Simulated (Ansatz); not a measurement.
**SnSe2 (P-3m1): G0W0 under other settings**

A base run on SnSe2 (P-3m1), then changed inputs.

Main program and level: Ansatz 0.2.0; G0W0 on PBE, plane waves, norm-conserving pseudopotentials.

## (1) Set-up

The structure is trigonal, space group P-3m1 (No. 164). Conventional cell: a = 3.811 Å, b = 3.811 Å, c = 6.136 Å, α = 90.00°, β = 90.00°, γ = 120.00°. Nearest to Sn lie 6 Se at 2.72 Å. Nearest to Se lie 3 Sn at 2.72 Å. Farther neighbours and most contacts between anions are not listed.

Geometry: measured cell, ions relaxed with PBE. The runs that relaxed it are not among those shown.

## (2) The base run: 6×6×4 mesh, 175 empty bands, screening to 100 eV, norm-conserving files

G0W0 replaces the xc potential by the self-energy, built once from these orbitals. Only a window of levels is corrected, while the sums run over the empty bands that the input names. This step takes norm-conserving files.

input.yaml reads:

```yaml
crystal:
  lattice:
    - [3.811, 0.0, 0.0]
    - [-1.9055, 3.3004228138, 0.0]
    - [0.0, 0.0, 6.136]
  atoms:
    - { symbol: Sn, position: [0.0, 0.0, 0.0] }
    - { symbol: Se, position: [0.3333333333, 0.6666666667, 0.2614399677] }
    - { symbol: Se, position: [0.6666666667, 0.3333333333, 0.7385600323] }
kpoints:
  mp_grid: { grid: [6, 6, 4] }
hamiltonian:
  xc: pbe
  pseudopotentials: { kind: nc }
scf:
  occupations: { method: fixed }
gw:
  n_empty_bands: 175
  ecut_chi: 100
  qp_bands: [v2, c2]
  qp_kpoints: band_edges
  screening: { model: contour_deformation }
```

Run with:

```console
> ansatz run input.yaml --threads 2 --pin off --max-ram 92160MiB --backend cuda --events-out ev --progress --plain --runs-dir out --devices 1 --max-vram 13GiB
```

Numbers of over 12 decimals in the logs are rounded to 6 here.

What it wrote:

```text
GPUs: using 1 of 1 available (devices: 1).
Engine: ansatz 0.2.0, x86_64-unknown-linux-gnu
Pseudopotentials: kind: nc
Pseudopotential: Sn, nc, valence charge 14, recommended cutoff 979.609905 eV (normal), Sn.nc.azcp
Pseudopotential: Se, nc, valence charge 16, recommended cutoff 1170.089609 eV (normal), Se.nc.azcp
Functional definition: PBE
  parameter kappa = 0.804
  parameter beta = 0.066725
  exchange = pbe_x(kappa = kappa, mu = beta*pi^2/3)
  correlation = pbe_c(beta = beta)
device memory: the entry about to start is reckoned to put 2.4 GiB on a device that reports 69.3 GiB free (of which the cap on the GPU budget leaves the run 13.0 GiB)
GPU FFT provider: cuFFT
GPU libraries: cuBLAS 13.8.2, cuFFT 12.4.0, cuSOLVER 12.3.4
Crystal: 3 atoms, lattice volume = 77.178 Å³
Basis set: ecut = 1170.089609 eV, 7055 PW (Γ)
Bands: 28, of which v1, the nominal top of the filled ones, is band 23 counted from 1 (22 counted from 0)
Symmetry: 12 space group operations
Space group: P-3m1 (ITA 164), of the structure as read, at distance tolerance 4.3e-5 Å
k-points: 24 of 144
Non-local potential: Sn, projectors of the file, l = 0: 3, l = 1: 3, l = 2: 2, l = 3: 2
Non-local potential: Se, projectors of the file, l = 0: 2, l = 1: 2, l = 2: 2
Initial density: superposition of atomic densities (chi_scale 0.1, normalization cell, long waves kept (reshape's long-wave potential 0.10 eV rms))
Initial wavefunctions: pseudopotential atomic-orbital guess
GPU buffer pool allocated for 145800 grid points (all kernels)
GPU transforms: local potential and band sums: pruned to the plane-wave sphere, on 45×45×72
Functional: x = pbe(κ = 0.804, μ = 0.219515), c = pbe(β = 0.066725)
SCF iter   1: F=—  HF=-8807.390325 eV  |F-HF|=—  |Δ(HF+E_count)|=         —  Δρ=3.61e-2  dr2=1.95e0  ethr=3.10e-3  ⟨swp⟩=7.2  Hψ=2862  notcnv=0  defer=67
preconditioner: auto → Resta (q_TF=auto, 2.503 Å⁻¹)  ε∞=4.0  [insulator: Δε(μ)=0.496 eV  Ē_g=9.740 eV  n_scr=22 (ndim 8)  ℏωp=16.9 eV  f_vac=0.029  ε∞_Penn≈4.0]
SCF iter   2: F=—  HF=-8806.954364 eV  |F-HF|=—  |Δ(HF+E_count)|=   4.36e-1  Δρ=1.68e-2  dr2=2.51e-1  ethr=3.10e-3  ⟨swp⟩=4.2  Hψ=1170  notcnv=0  defer=64
SCF iter   3: F=—  HF=-8806.908011 eV  |F-HF|=—  |Δ(HF+E_count)|=   4.64e-2  Δρ=5.21e-3  dr2=1.77e-2  ethr=5.46e-4  ⟨swp⟩=4.8  Hψ=1297  notcnv=0  defer=69
SCF iter   4: F=—  HF=-8806.910713 eV  |F-HF|=—  |Δ(HF+E_count)|=   2.70e-3  Δρ=9.69e-4  dr2=7.40e-4  ethr=3.84e-5  ⟨swp⟩=4.9  Hψ=1763  notcnv=0  defer=70
SCF iter   5: F=—  HF=-8806.911196 eV  |F-HF|=—  |Δ(HF+E_count)|=   4.83e-4  Δρ=2.90e-4  dr2=4.55e-5  ethr=1.61e-6  ⟨swp⟩=4.2  Hψ=1561  notcnv=0  defer=70
SCF iter   6: F=—  HF=-8806.911278 eV  |F-HF|=—  |Δ(HF+E_count)|=   8.21e-5  Δρ=7.53e-5  dr2=4.28e-6  ethr=9.88e-8  ⟨swp⟩=3.8  Hψ=1302  notcnv=0  defer=69
[...]
E_kinetic    = 5626.383099
  E_local      = -6635.627898  (includes V_loc(G=0)·N_el)
  E_nonlocal   = -3649.094801
  E_hartree    = 2551.753261
  E_xc         = -1976.136663
  E_vxc        = -1283.227636  (∫ρ·V_xc dr)
  E_ewald      = -4724.188291
  E_smearing   = -0.000000  (= −TS)
  E_closure    = -0.000000  (closes the sum)
  Σ components = -8806.911292   (vs F -8806.911292, Δ=0.00e0)
--- Band table (eV; the first three rows and the last of 24) ---
  k-point 0: bands = [... 19 lower, 8.0592, 8.2662, 8.2662, 8.4535, 9.5231, 11.7238, 13.2602, 13.2602, ... 1 higher]
  k-point 1: bands = [... 19 lower, 7.9730, 7.9730, 8.3898, 8.3898, 10.5091, 11.7050, 13.0963, 13.0963, ... 1 higher]
  k-point 2: bands = [... 19 lower, 7.9218, 7.9218, 8.4798, 8.4798, 11.1476, 11.5953, 12.9423, 12.9423, ... 1 higher]
  k-point 23: bands = [... 19 lower, 4.4353, 4.8818, 8.1924, 8.1924, 10.8427, 12.8695, 12.8695, 14.4183, ... 1 higher]
--- G₀W₀: contour deformation, 7 samples at zero and on the imaginary axis and 2 off it, 144 q-points, 175 empty bands' worth ---
  eigenvalues of the whole cell's RPA ε∞ on this k-mesh (on a slab, of 1 + 4πα/V) = 11.1680, 14.4821, 14.4821; static W/v taken at q = 0 is 0.073855
  bands read: the sum over 198 bands ends inside a degenerate multiplet in 2 slots, whose members it reads at an even weight; the widest, k=2: bands 198 to 199 (counted from 1) at 1/2 each
  gw.qp_kpoints: band_edges: 19 of 24 stored k-points solved, in 1 pass; an edge of the gap read off the rows below is read off those points alone
    valence top: of the k-points left out ik 20 came nearest to being solved in a further pass, in band 23 (counted from 1, as in the quasiparticle table): it holds the edge there only if its correction is more favourable than any solved in that band by at least 0.502 eV; those differ by 0.060 eV
    conduction bottom: of the k-points left out ik 17 came nearest to being solved in a further pass, in band 24 (counted from 1, as in the quasiparticle table): it holds the edge there only if its correction is more favourable than any solved in that band by at least 0.709 eV; those differ by 0.158 eV
    ik  band        ε_KS         Σx   Σc(E_QP)       V_xc       Z   E_QP_lin       E_QP  E_QP is
     0    22      8.2662   -17.4876     1.7407   -15.4169  0.7218     7.9321     7.9362  root
     0    23      8.4535   -17.6476     1.7494   -15.5463  0.7308     8.0978     8.1016  root
     0    24      9.5231   -11.9543    -3.0394   -15.2213  0.7701     9.7515     9.7507  root
     0    25     11.7238    -8.1302    -3.9954   -12.2844  0.7748    11.8832    11.8826  root
     1    22      8.3898   -17.5199     1.6597   -15.5295  0.7264     8.0555     8.0591  root
     1    23      8.3898   -17.5199     1.6597   -15.5295  0.7264     8.0555     8.0591  root
     1    24     10.5091   -12.3223    -3.1972   -15.7468  0.7541    10.7377    10.7364  root
     1    25     11.7050    -8.4177    -4.0084   -12.6025  0.7729    11.8821    11.8814  root
[...]
23    22      8.1924   -17.3827     1.8188   -15.1947  0.7221     7.8174     7.8234  root
    23    23      8.1924   -17.3827     1.8188   -15.1947  0.7221     7.8174     7.8234  root
    23    24     10.8427   -11.9186    -3.7234   -15.8982  0.7151    11.1009    11.0989  root
    23    25     12.8695    -7.9745    -4.1573   -12.2942  0.7715    13.0323    13.0320  root
[key lines of the parts left out:]
SCF converged after 8 iterations
Free energy (F): -8806.911292 eV
Fermi energy:    8.544007 eV
```

Run time: 49 s. Hardware: 1 × NVIDIA H100 80GB HBM3 (shared by 6 runs) with 2 threads of AMD EPYC 7R13 (Zen 3), shared host; peak memory 1.8 GiB; 72 s of CPU time.

In the SCF lines HF is the Harris–Foulkes energy and dr2 the Hartree energy of the density residual, in eV; the loop may stop once dr2 is under the threshold and the program's other checks hold. Hψ counts applications of the Hamiltonian.

Numbers from this step:

```
bands summed                                 : 198
RPA ε∞ on this mesh (eigenvalues)            : 11.17, 14.48, 14.48
plane waves in the screening matrix          : 161
q-points in the mesh                         : 144
G0W0 gap on the mesh                         : 1.149 eV
k of the valence top                         : 0, 0.1667, -0.25
k of the conduction bottom                   : 0, -0.5, -0.5
starting gap on the mesh                     : 0.7022 eV
Z at the valence top                         : 0.7294
Z at the conduction bottom                   : 0.7527
least direct G0W0 gap on the computed points : 1.649 eV
```

The gap on the mesh goes from 0.70 eV to 1.15 eV, a correction of +0.45 eV. Between the two edge states, bare exchange in place of the xc potential would open the gap by 4.81 eV, and correlation takes back 4.36 eV.

## (3) Variant: norm-conserving files, smooth pair densities

input.yaml: that of step 2 with these lines changed.

```diff
@@ -17,4 +17,4 @@
 gw:
-  n_empty_bands: 175
-  ecut_chi: 100
+  n_empty_bands: 125
+  ecut_chi: 80
   qp_bands: [v2, c2]
@@ -22 +22,2 @@
   screening: { model: contour_deformation }
+  pair_densities: pseudo
```

What it wrote:

```text
GPUs: using 1 of 1 available (devices: 1).
[...]
GPU FFT provider: cuFFT
GPU libraries: cuBLAS 13.8.2, cuFFT 12.4.0, cuSOLVER 12.3.4
Crystal: 3 atoms, lattice volume = 77.178 Å³
Basis set: ecut = 1170.089609 eV, 7055 PW (Γ)
Bands: 28, of which v1, the nominal top of the filled ones, is band 23 counted from 1 (22 counted from 0)
Symmetry: 12 space group operations
[...]
k-points: 24 of 144
[...]
GPU buffer pool allocated for 145800 grid points (all kernels)
[...]
SCF iter   1: F=—  HF=-8807.390325 eV  |F-HF|=—  |Δ(HF+E_count)|=         —  Δρ=3.61e-2  dr2=1.95e0  ethr=3.10e-3  ⟨swp⟩=7.2  Hψ=2862  notcnv=0  defer=67
[...]
SCF iter   8: F=-8806.911292 eV  HF=-8806.911292 eV  |F-HF|=4.32e-8  |Δ(HF+E_count)|=   5.98e-7  Δρ=5.75e-6  dr2=3.25e-8  ethr=2.17e-10  ⟨swp⟩=20.8  Hψ=5119  notcnv=0
SCF 1 converged in 8 iterations: F = -8806.911292 eV  dr2 = 3.25e-8
[...]
NSCF: frozen V_eff on 24 k-points, pencils in batches of 32, up to order 112
[...]
NSCF: frozen V_eff on 24 k-points
G₀W₀ screening: q 1/24
[... further progress lines ...]
SCF converged after 8 iterations
Free energy (F): -8806.911292 eV
[...]
Internal energy: -8806.911292 eV  (E = F + TS)
E sigma→0 (E₀):  -8806.911292 eV
Fermi energy:    8.544007 eV
[...]
--- Band table (eV; the first three rows and the last of 24) ---
  k-point 0: bands = [... 19 lower, 8.0592, 8.2662, 8.2662, 8.4535, 9.5231, 11.7238, 13.2602, 13.2602, ... 1 higher]
  k-point 1: bands = [... 19 lower, 7.9730, 7.9730, 8.3898, 8.3898, 10.5091, 11.7050, 13.0963, 13.0963, ... 1 higher]
  k-point 2: bands = [... 19 lower, 7.9218, 7.9218, 8.4798, 8.4798, 11.1476, 11.5953, 12.9423, 12.9423, ... 1 higher]
  k-point 23: bands = [... 19 lower, 4.4353, 4.8818, 8.1924, 8.1924, 10.8427, 12.8695, 12.8695, 14.4183, ... 1 higher]
[...]
0    22      8.2662   -17.0128     2.3653   -13.8469  0.7237     7.4336     7.4656  root
     0    23      8.4535   -17.2125     2.3634   -14.0060  0.7327     7.5803     7.6105  root
     0    24      9.5231   -10.4454    -2.7048   -13.1263  0.7717     9.4993     9.4993  root
     0    25     11.7238    -6.9739    -3.8996   -11.0896  0.7757    11.9410    11.9398  root
     1    22      8.3898   -17.0130     2.2779   -13.9332  0.7284     7.5590     7.5880  root
     1    23      8.3898   -17.0130     2.2779   -13.9332  0.7284     7.5590     7.5880  root
     1    24     10.5091   -10.8861    -2.7885   -13.6131  0.7559    10.4477    10.4475  root
     1    25     11.7050    -7.1635    -3.9056   -11.3021  0.7739    11.9392    11.9379  root
[...]
23    22      8.1924   -16.9776     2.4387   -13.6932  0.7240     7.3121     7.3468  root
    23    23      8.1924   -16.9776     2.4387   -13.6932  0.7240     7.3121     7.3468  root
    23    24     10.8427   -10.5782    -3.2044   -13.7017  0.7171    10.7622    10.7616  root
    23    25     12.8695    -6.8000    -4.0258   -11.0336  0.7735    13.0778    13.0773  root
```

Wall time 52 s (1 × NVIDIA H100 80GB HBM3 (shared by 6 runs) with 2 threads); peak memory 1.5 GiB.

The G0W0 gap on the mesh is 1.459 eV.

Against the base:

| setting | base | variant |
| --- | --- | --- |
| empty bands | 175 | 125 |
| screening cutoff (eV) | 100 | 80 |
| pair densities | - | pseudo |

| quantity | variant | base |
| --- | --- | --- |
| starting gap on the mesh | 0.702 | 0.702 |
| G0W0 gap on the mesh | 1.459 | 1.149 |
| least direct G0W0 gap on the computed points | 1.889 | 1.649 |
| Z at the valence top | 0.731 | 0.729 |
| Z at the conduction bottom | 0.755 | 0.753 |

## (4) Outcome

```yaml
base: 1.15 eV, 49 s
norm_conserving_files_smooth_pair_densities: 1.46 eV, 52 s
```

Norm-conserving files, smooth pair densities: the gap moves by +0.31 eV. The variant differs from the base in empty bands, screening cutoff and pair densities together, so the change can't be laid to one of them. All runs here use a coarse mesh and modest cutoffs; they test settings and are not final values. The 6×6×4 mesh is coarse for this cell (its supercell is 23 Å along the shortest edge). The RPA ε∞ on it, from the PBE start, is 11.17 and 14.48; such meshes misread the long-range screening, most where the gap is narrow. The many-body steps are scalar-relativistic: spin-orbit coupling is not in them.

[Paths, hosts, dates, memory and timing lines, banners, echoed tables and standing remarks are left out of the program output.]

[Logs are printed without paths, hosts, clocks, repeated set-up lines and the standing remarks that a program may print on its own settings, such as how far it seeks lower states.]

[Runs of the session that timed out or met a known fault of the program may be left out.]

[Cells called generated may have been cut or substituted from an entry of the Crystallography Open Database or the Materials Project.]

[Hosts, paths, dates, database ids (printed as entryN), source tags and the programs' standing remarks are cut or masked in the printed files.]
